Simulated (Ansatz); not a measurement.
# Na on Rh(111): change of the work function

How does one ordered layer of Na (fcc site) change the work function of Rh(111), and what dipole does each adsorbate carry?

Calculated with Ansatz 0.2.0; plane-wave DFT, PBE, Ansatz PAW.

## Step 1: The structure

The cell holds 4 atoms: 4 Rh. Its edges and angles: a = 2.687 Å, b = 2.687 Å, c = 24.582 Å, α = 90.0°, β = 90.0°, γ = 60.0°. Vacuum lies along c.

## Step 2: The clean slab

The bare slab comes first, as the zero from which every change is counted. The two lowest layers are held at bulk places and the upper ones relax. The dipole correction removes the false field that a one-sided slab makes across the periodic vacuum, so each face gets a flat vacuum level of its own.

Input file input.yaml:

```yaml
crystal:
  lattice:
    - [2.6870057685, 0.0, 0.0]
    - [1.3435028843, 2.3270152556, 0.0]
    - [0.0, 0.0, 24.5817930688]
  atoms:
    - { symbol: Rh, position: [0.0, 0.0, 0.3661246344] }
    - { symbol: Rh, position: [0.3333333333, 0.3333333333, 0.4553748781] }
    - { symbol: Rh, position: [0.6666666667, 0.6666666667, 0.5446251219] }
    - { symbol: Rh, position: [0.0, 0.0, 0.6338753656] }
kpoints:
  mp_grid: { grid: [12, 12, 1] }
hamiltonian:
  xc: pbe
scf:
  occupations: { method: fermi_dirac, width: 0.1 }
  convergence: { dr2_threshold: 1.0e-08 }
efield:
  axis: 3
  dipole_correction: true
  ramp_position: 0.97
  ramp_width: 0.06
relax:
  f_tol: 0.02
  max_steps: 60
  constraints: [{ sites: [0, 1] }]
output:
  write_potential: true
  write_density: true
  volumetric_format: npy
```

On the command line:

```bash
ansatz run input.yaml --threads 4 --pin off --max-ram 6144MiB --backend cpu --events-out ev --progress --plain --runs-dir out
```

Numbers of over 12 decimals in the logs are rounded to 6 here.

What it wrote:

```text
Engine: ansatz 0.2.0, x86_64-unknown-linux-gnu
Pseudopotentials: kind: paw
Pseudopotential: Rh, paw, valence charge 17, recommended cutoff 420 eV (normal), Rh.paw.azcp
Functional definition: PBE
  parameter kappa = 0.804
  parameter beta = 0.066725
  exchange = pbe_x(kappa = kappa, mu = beta*pi^2/3)
  correlation = pbe_c(beta = beta)
Crystal: 4 atoms, lattice volume = 153.703 Å³
Basis set: ecut = 420 eV, 3065 PW (Γ), exchange–correlation on 36×36×360 points (8 copies of the dense FFT grid, shifted against one another)
Bands: 41, of which v1, the nominal top of the filled ones, is band 34 counted from 1 (33 counted from 0)
Symmetry: 6 space group operations
k-points: 19 of 144 (time reversal used)
Non-local potential: Rh, projectors of the file, l = 0: 3, l = 1: 2, l = 2: 2, l = 3: 1
PAW form: soft (Blöchl's): semilocal exchange-correlation on the pseudo side does not see the compensation charge
PAW one-centre angular grid: Rh, 590 points (default); XC on 64 Gauss nodes
Initial density: superposition of atomic densities (neutral atoms: chi_scale 0, normalization atom), corrected by the library's trained network
Initial wavefunctions: pseudopotential atomic-orbital guess
Functional: x = pbe(κ = 0.804, μ = 0.219515), c = pbe(β = 0.066725)
SCF iter   1: F=—  HF=-25610.048055 eV  |F-HF|=—  |Δ(HF+E_count)|=         —  Δρ=3.00e-3  dr2=7.23e-3  ethr=1.77e-3  p=0.000 e·Å  D=2.32e-13 V/Å  ΔV_dip=-0.00 eV  dr2_dipole=1.99e-7  V_vac-E_F(+/−)=4.98/4.98 eV  ⟨swp⟩=8.3  Hψ=3723  notcnv=0  defer=3
efield: sawtooth ramp at fractional position 0.9700 (set: `efield.ramp_position`, or a place that a band, a saddle search or an elastic batch's reference lends), width 0.0600; the density the first Hamiltonian is built on has a dipole p = 0.000 e·Å; the dipole correction subtracts the counter field D = 2.32e-13 V/Å, which shifts the + side's vacuum level by -0.00 eV against the − side's; the planar-averaged density in the ramp window peaks in size at 3.7e-6 e/Å³
preconditioner: auto → LDOS  [metal: Δε(μ)=0.005 eV  Ē_g=5.586 eV  σ=0.100 eV  W_gap=0.01  n_scr=18 (ndim 8)  ℏωp=18.0 eV  f_vac=0.588  D(μ)=6.30/eV (n_scr^D=38)  β→1.0]
SCF iter   2: F=—  HF=-25610.050247 eV  |F-HF|=—  |Δ(HF+E_count)|=   2.19e-3  Δρ=1.42e-3  dr2=2.83e-3  ethr=1.06e-5  p=0.000 e·Å  D=2.16e-5 V/Å  ΔV_dip=-0.00 eV  dr2_dipole=2.85e-7  V_vac-E_F(+/−)=5.18/5.18 eV  ⟨swp⟩=3.2  Hψ=1977  notcnv=0  defer=5
SCF iter   3: F=—  HF=-25610.049786 eV  |F-HF|=—  |Δ(HF+E_count)|=   4.61e-4  Δρ=6.39e-4  dr2=1.01e-3  ethr=4.16e-6  p=0.000 e·Å  D=7.89e-6 V/Å  ΔV_dip=-0.00 eV  dr2_dipole=2.54e-8  V_vac-E_F(+/−)=5.16/5.16 eV  ⟨swp⟩=3.1  Hψ=1661  notcnv=0  defer=5
SCF iter   4: F=—  HF=-25610.049605 eV  |F-HF|=—  |Δ(HF+E_count)|=   1.82e-4  Δρ=2.42e-4  dr2=8.22e-5  ethr=1.49e-6  p=0.000 e·Å  D=4.70e-6 V/Å  ΔV_dip=-0.00 eV  dr2_dipole=6.12e-10  V_vac-E_F(+/−)=5.17/5.17 eV  ⟨swp⟩=2.0  Hψ=1119  notcnv=0  defer=5
SCF iter   5: F=—  HF=-25610.049588 eV  |F-HF|=—  |Δ(HF+E_count)|=   1.72e-5  Δρ=6.96e-5  dr2=8.04e-6  ethr=1.21e-7  p=0.000 e·Å  D=3.22e-6 V/Å  ΔV_dip=-0.00 eV  dr2_dipole=2.91e-10  V_vac-E_F(+/−)=5.17/5.17 eV  ⟨swp⟩=2.6  Hψ=1459  notcnv=0  defer=5
SCF iter   6: F=—  HF=-25610.049590 eV  |F-HF|=—  |Δ(HF+E_count)|=   2.33e-6  Δρ=1.34e-5  dr2=5.19e-7  ethr=1.18e-8  p=0.000 e·Å  D=1.21e-6 V/Å  ΔV_dip=-0.00 eV  dr2_dipole=1.81e-11  V_vac-E_F(+/−)=5.17/5.17 eV  ⟨swp⟩=2.1  Hψ=1256  notcnv=0  defer=5
SCF iter   7: F=—  HF=-25610.049590 eV  |F-HF|=—  |Δ(HF+E_count)|=   2.80e-7  Δρ=5.15e-6  dr2=1.24e-7  ethr=7.63e-10  p=0.000 e·Å  D=5.79e-7 V/Å  ΔV_dip=-0.00 eV  dr2_dipole=1.42e-12  V_vac-E_F(+/−)=5.17/5.17 eV  ⟨swp⟩=3.3  Hψ=1700  notcnv=0  defer=5
SCF iter   8: F=—  HF=-25610.049590 eV  |F-HF|=—  |Δ(HF+E_count)|=   5.14e-8  Δρ=1.83e-6  dr2=1.42e-8  ethr=1.82e-10  p=0.000 e·Å  D=2.15e-7 V/Å  ΔV_dip=-0.00 eV  dr2_dipole=3.50e-12  V_vac-E_F(+/−)=5.17/5.17 eV  ⟨swp⟩=2.1  Hψ=974  notcnv=0  defer=5
SCF iter   9: F=-25610.049590 eV  HF=-25610.049590 eV  |F-HF|=2.97e-9  |Δ(HF+E_count)|=   5.37e-9  Δρ=5.58e-7  dr2=7.87e-10  ethr=1.47e-11  p=0.000 e·Å  D=8.29e-8 V/Å  ΔV_dip=-0.00 eV  dr2_dipole=5.64e-13  V_vac-E_F(+/−)=5.17/5.17 eV  ⟨swp⟩=9.8  Hψ=5471  notcnv=0
SCF 1 converged in 9 iterations: F = -25610.049590 eV  dr2 = 7.87e-10
  greatest PAW one-centre occupation: 1.000 electrons in one spin orbital (limit 2), on the Rh atom at site 2 (counted from 0), in its partial waves of l = 0
relax step   1: F+E_penalty+E_count = -25610.04959025 eV  Δ(F+E_penalty+E_count) = +0.000e0 eV  max|allowed force component| = 3.499e-2 eV/Å  Δτ_max = 0.0000 Å  (9 SCF iters, accepted)
Initial density: handed on by an earlier stage of this run
Initial wavefunctions: those handed on with the density
iter 1 solved again at ethr=2.02e-5 eV; its pass at ethr=3.10e-3 eV (dr2=1.37e-2 eV) is discarded
SCF iter   1: F=—  HF=-25610.049961 eV  |F-HF|=—  |Δ(HF+E_count)|=         —  Δρ=1.41e-3  dr2=1.32e-2  ethr=2.02e-5  p=-0.000 e·Å  D=-2.02e-8 V/Å  ΔV_dip=0.00 eV  dr2_dipole=4.55e-3  V_vac-E_F(+/−)=5.17/5.17 eV  ⟨swp⟩=1.3  Hψ=2099  notcnv=0  defer=5
efield: sawtooth ramp at fractional position 0.9700 (set: `efield.ramp_position`, or a place that a band, a saddle search or an elastic batch's reference lends), width 0.0600; the density the first Hamiltonian is built on has a dipole p = -0.000 e·Å; the dipole correction subtracts the counter field D = -2.02e-8 V/Å, which shifts the + side's vacuum level by +0.00 eV against the − side's; the planar-averaged density in the ramp window peaks in size at 1.1e-6 e/Å³
preconditioner: auto → LDOS  [metal: Δε(μ)=0.011 eV  Ē_g=5.583 eV  σ=0.100 eV  W_gap=0.03  n_scr=18 (ndim 8)  ℏωp=18.0 eV  f_vac=0.589  D(μ)=6.28/eV (n_scr^D=38)  β→1.0]
SCF iter   2: F=—  HF=-25610.049815 eV  |F-HF|=—  |Δ(HF+E_count)|=   1.46e-4  Δρ=5.73e-4  dr2=4.48e-4  ethr=1.95e-5  p=-0.000 e·Å  D=-7.30e-5 V/Å  ΔV_dip=0.00 eV  dr2_dipole=6.03e-5  V_vac-E_F(+/−)=5.17/5.17 eV  ⟨swp⟩=1.3  Hψ=785  notcnv=0  defer=5
SCF iter   3: F=—  HF=-25610.049726 eV  |F-HF|=—  |Δ(HF+E_count)|=   8.93e-5  Δρ=3.44e-4  dr2=2.78e-4  ethr=6.58e-7  p=0.000 e·Å  D=3.36e-4 V/Å  ΔV_dip=-0.01 eV  dr2_dipole=5.68e-5  V_vac-E_F(+/−)=5.16/5.17 eV  ⟨swp⟩=3.8  Hψ=1937  notcnv=0  defer=5
SCF iter   4: F=—  HF=-25610.049683 eV  |F-HF|=—  |Δ(HF+E_count)|=   4.21e-5  Δρ=4.06e-5  dr2=4.96e-6  ethr=4.09e-7  p=0.000 e·Å  D=1.14e-4 V/Å  ΔV_dip=-0.00 eV  dr2_dipole=1.05e-8  V_vac-E_F(+/−)=5.17/5.17 eV  ⟨swp⟩=2.0  Hψ=1120  notcnv=0  defer=5
SCF iter   5: F=—  HF=-25610.049673 eV  |F-HF|=—  |Δ(HF+E_count)|=   1.00e-5  Δρ=1.60e-5  dr2=7.23e-7  ethr=7.30e-9  p=0.000 e·Å  D=1.16e-4 V/Å  ΔV_dip=-0.00 eV  dr2_dipole=1.36e-8  V_vac-E_F(+/−)=5.17/5.17 eV  ⟨swp⟩=3.6  Hψ=1778  notcnv=0  defer=5
SCF iter   6: F=—  HF=-25610.049674 eV  |F-HF|=—  |Δ(HF+E_count)|=   4.90e-7  Δρ=5.88e-6  dr2=1.11e-7  ethr=1.06e-9  p=0.000 e·Å  D=1.19e-4 V/Å  ΔV_dip=-0.00 eV  dr2_dipole=8.83e-9  V_vac-E_F(+/−)=5.17/5.17 eV  ⟨swp⟩=2.1  Hψ=1045  notcnv=0  defer=5
SCF iter   7: F=-25610.049674 eV  HF=-25610.049674 eV  |F-HF|=3.73e-8  |Δ(HF+E_count)|=   1.27e-7  Δρ=1.68e-6  dr2=5.89e-9  ethr=1.47e-11  p=0.000 e·Å  D=1.18e-4 V/Å  ΔV_dip=-0.00 eV  dr2_dipole=1.45e-11  V_vac-E_F(+/−)=5.17/5.17 eV  ⟨swp⟩=8.8  Hψ=6147  notcnv=0
SCF 2 converged in 7 iterations: F = -25610.049674 eV  dr2 = 5.89e-9
relax step   2: F+E_penalty+E_count = -25610.04967410 eV  Δ(F+E_penalty+E_count) = -8.384e-5 eV  max|allowed force component| = 2.244e-2 eV/Å  Δτ_max = 0.0127 Å  (7 SCF iters, accepted)
SCF iter   1: F=—  HF=-25610.049752 eV  |F-HF|=—  |Δ(HF+E_count)|=         —  Δρ=5.17e-4  dr2=1.81e-3  ethr=2.64e-5  p=0.000 e·Å  D=1.18e-4 V/Å  ΔV_dip=-0.00 eV  dr2_dipole=6.21e-4  V_vac-E_F(+/−)=5.17/5.17 eV  ⟨swp⟩=2.1  Hψ=1239  notcnv=0  defer=5
efield: sawtooth ramp at fractional position 0.9700 (set: `efield.ramp_position`, or a place that a band, a saddle search or an elastic batch's reference lends), width 0.0600; the density the first Hamiltonian is built on has a dipole p = 0.000 e·Å; the dipole correction subtracts the counter field D = 1.18e-4 V/Å, which shifts the + side's vacuum level by -0.00 eV against the − side's; the planar-averaged density in the ramp window peaks in size at 9.0e-7 e/Å³
preconditioner: auto → LDOS  [metal: Δε(μ)=0.011 eV  Ē_g=5.578 eV  σ=0.100 eV  W_gap=0.03  n_scr=18 (ndim 8)  ℏωp=18.0 eV  f_vac=0.589  D(μ)=6.28/eV (n_scr^D=38)  β→1.0]
SCF iter   2: F=—  HF=-25610.049735 eV  |F-HF|=—  |Δ(HF+E_count)|=   1.72e-5  Δρ=1.96e-4  dr2=5.12e-5  ethr=2.66e-6  p=0.000 e·Å  D=1.57e-4 V/Å  ΔV_dip=-0.00 eV  dr2_dipole=7.86e-6  V_vac-E_F(+/−)=5.17/5.17 eV  ⟨swp⟩=1.2  Hψ=936  notcnv=0  defer=5
SCF iter   3: F=—  HF=-25610.049720 eV  |F-HF|=—  |Δ(HF+E_count)|=   1.54e-5  Δρ=1.13e-4  dr2=3.33e-5  ethr=7.52e-8  p=0.000 e·Å  D=2.75e-6 V/Å  ΔV_dip=-0.00 eV  dr2_dipole=7.50e-6  V_vac-E_F(+/−)=5.17/5.17 eV  ⟨swp⟩=3.4  Hψ=1734  notcnv=0  defer=5
SCF iter   4: F=—  HF=-25610.049714 eV  |F-HF|=—  |Δ(HF+E_count)|=   5.99e-6  Δρ=1.39e-5  dr2=6.44e-7  ethr=4.89e-8  p=0.000 e·Å  D=7.60e-5 V/Å  ΔV_dip=-0.00 eV  dr2_dipole=1.25e-8  V_vac-E_F(+/−)=5.17/5.17 eV  ⟨swp⟩=2.0  Hψ=1111  notcnv=0  defer=5
SCF iter   5: F=—  HF=-25610.049722 eV  |F-HF|=—  |Δ(HF+E_count)|=   7.88e-6  Δρ=5.63e-6  dr2=9.32e-8  ethr=9.48e-10  p=0.000 e·Å  D=7.48e-5 V/Å  ΔV_dip=-0.00 eV  dr2_dipole=3.86e-9  V_vac-E_F(+/−)=5.17/5.17 eV  ⟨swp⟩=3.6  Hψ=1647  notcnv=0  defer=5
SCF iter   6: F=—  HF=-25610.049722 eV  |F-HF|=—  |Δ(HF+E_count)|=   1.30e-7  Δρ=1.95e-6  dr2=1.18e-8  ethr=1.37e-10  p=0.000 e·Å  D=7.30e-5 V/Å  ΔV_dip=-0.00 eV  dr2_dipole=7.76e-10  V_vac-E_F(+/−)=5.17/5.17 eV  ⟨swp⟩=2.2  Hψ=1084  notcnv=0  defer=5
SCF iter   7: F=-25610.049722 eV  HF=-25610.049722 eV  |F-HF|=9.61e-9  |Δ(HF+E_count)|=   1.96e-8  Δρ=6.12e-7  dr2=1.00e-9  ethr=1.47e-11  p=0.000 e·Å  D=7.30e-5 V/Å  ΔV_dip=-0.00 eV  dr2_dipole=4.94e-13  V_vac-E_F(+/−)=5.17/5.17 eV  ⟨swp⟩=9.8  Hψ=5442  notcnv=0
SCF 3 converged in 7 iterations: F = -25610.049722 eV  dr2 = 1.00e-9
relax step   3: F+E_penalty+E_count = -25610.04972167 eV  Δ(F+E_penalty+E_count) = -4.757e-5 eV  max|allowed force component| = 3.972e-4 eV/Å  Δτ_max = 0.0047 Å  (7 SCF iters, accepted)
NSCF: frozen V_eff on 19 k-points
the band table was solved once a step of the walk had ended and its energy, with any forces and stress, was formed, with the checks that follow a solve (3905 applications of the Hamiltonian). They found nothing against the state; the energy, forces and stress were not computed again (output.eigenvalues in the input reference)
WARN: The output density's exchange-correlation potential varies sharply where the density is thin. Do not read a vacuum level from v_tot or v_xc, or from such a field of the output density. On a cell that repeats whose density bears no net charge and no dipole along the vacuum's axis use v_es (v_loc + v_h of the components); under efield.dipole_correction with no amplitude use v_es + v_field, which holds any externa [...]
SCF converged after 7 iterations
Free energy (F): -25610.049722 eV
Harris-Foulkes:  -25610.049722 eV  (|F-HF|=9.61e-9)
Internal energy: -25609.837670 eV  (E = F + TS)
E sigma→0 (E₀):  -25609.943696 eV
Entropy (-TS):   -0.212052 eV (-53.013 meV/atom)
Fermi energy:    4.706112 eV
Dipole field:    D = 0.000072 V/Å  (p = 0.000061 e·Å, saw-weighted, corrected)
Work function:   Φ+ = 5.1674 eV   Φ− = 5.1692 eV
Levels:          The Fermi level and band energies are counted from a zero that moves with the ramp; work functions are not
--- Per-component energies (eV) ---
  E_band       = -1526.571699
  E_kinetic    = 2290.090188
  E_local      = -122491.004430  (includes V_loc(G=0)·N_el)
  E_nonlocal   = 1421.302649
  E_hartree    = 59724.728139
  E_xc         = -884.908046
  E_vxc        = -1110.509522  (∫ρ·V_xc dr)
  E_paw        = -14348.611590  (= ΣΔE_a)
  E_vpaw       = -1085.912724  (= ΣTr[D̂ρ^β])
  E_aug_tail   = 0.003404  (compensation charges beyond the density's cutoff)
  E_efield     = 0.000000  (sawtooth field / dipole correction)
  E_vefield    = 0.000014  (∫n·V_field dr)
  E_ewald      = 48678.562015
  E_smearing   = -0.212052  (= −TS)
  E_closure    = 0.000000  (closes the sum)
  Σ components = -25610.049722   (vs F -25610.049722, Δ=0.00e0)
--- Forces (eV/Å), atoms counted from 1 ---
  atom   1  Rh    -0.00000000     0.00000000     0.03097931
  atom   2  Rh     0.00000000    -0.00000000    -0.03084746
  atom   3  Rh    -0.00000000     0.00000000    -0.00039719
  atom   4  Rh     0.00000000    -0.00000000     0.00027316
  max |Σ_I F_I| component: 7.81e-6 eV/Å
--- Band table (eV; the first three rows and the last of 19) ---
  k-point 0: bands = [... 30 lower, 2.7526, 3.6994, 3.6994, 3.9980, 3.9980, 4.7099, 4.7099, 4.8205, ... 3 higher]
  k-point 1: bands = [... 30 lower, 2.5536, 3.5756, 3.5774, 3.8488, 4.0260, 4.1381, 4.5315, 4.7073, ... 3 higher]
  k-point 2: bands = [... 30 lower, 2.9651, 3.0842, 3.3252, 3.5013, 3.8110, 4.0323, 4.6964, 5.0882, ... 3 higher]
  k-point 18: bands = [... 30 lower, 3.6443, 3.6486, 4.5244, 4.8653, 4.9521, 4.9529, 11.6585, 11.8523, ... 3 higher]
--- Relaxed structure (3 steps of the walk, 3 accepted, 0 SCFs on fresh bases) ---
  F+E_penalty+E_count = -25610.04972167 eV   max|allowed force component| = 3.972e-4 eV/Å
  atoms:
    - { symbol: Rh, position: [0.0, 0.0, 0.3661246344] }
    - { symbol: Rh, position: [0.333333, 0.333333, 0.455375] }
    - { symbol: Rh, position: [0.666667, 0.666667, 0.544472] }
    - { symbol: Rh, position: [0, 0, 0.633551] }
```

It took 15 s on 4 threads of Intel Xeon at 2.70GHz, shared host; peak memory 0.51 GiB; 48 s of CPU time.

The steps of the relaxation:

```csv
step,energy less that of the first step (eV),largest force component (eV/Å)
1,0.0000,0.0350
2,-0.0001,0.0224
3,-0.0001,0.0004
```

Forces are held to the 6 operations that the run works with; a distortion that breaks them can't arise in this run.

The relaxed structure:

```xyz
4
Lattice="2.6870 0.0000 0.0000 1.3435 2.3270 0.0000 0.0000 0.0000 24.5818" Properties=species:S:1:pos:R:3
Rh    0.0000    0.0000    9.0000
Rh    1.3435    0.7757   11.1939
Rh    2.6870    1.5513   13.3841
Rh    0.0000    0.0000   15.5738
```

Numbers from this step:

- energy at zero smearing: -25609.9437 eV
- work function, upper face: 5.167 eV
- dipole along the normal: 6.11e-5 e·Å

Running mean over 2.194 Å of the planar mean; the ramp of the sawtooth is left out. Electron's electrostatic potential energy less the Fermi level against z:

```csv
z (Å),electron's electrostatic potential energy less the Fermi level (eV)
3.5,5.17
4.0,5.17
4.5,5.17
5.0,5.16
5.5,5.15
6.0,5.10
6.5,4.90
7.0,4.16
7.5,0.989
8.0,-5.57
8.5,-11.0
9.0,-12.7
9.5,-13.0
10.0,-13.1
10.5,-13.1
11.0,-13.2
11.5,-13.3
12.0,-13.3
12.5,-13.3
13.0,-13.3
13.5,-13.2
14.0,-13.2
14.5,-13.1
15.0,-13.0
15.5,-12.8
16.0,-11.5
16.5,-6.58
17.0,0.143
17.5,3.93
18.0,4.85
18.5,5.08
19.0,5.14
19.5,5.16
20.0,5.17
20.5,5.17
21.0,5.17
21.5,5.17
```

The relaxation took 3 steps and lowered the energy by 1.3e-4 eV; the largest force on the free atoms ends at 4.0e-4 eV/Å.

The work function of the upper face is 5.17 eV.

(Continued in part 2 of 2.)

[Logs are printed without paths, hosts, clocks, repeated set-up lines and the standing remarks that a program may print on its own settings, such as how far it seeks lower states.]

[Hosts, paths, dates, database ids (printed as entryN), source tags and the programs' standing remarks are cut or masked in the printed files.]

[Maps of the electrostatic potential energy from Ansatz leave out the sawtooth potential of an applied field or a dipole correction, so their vacuum need not be flat; planar profiles and work functions include it.]
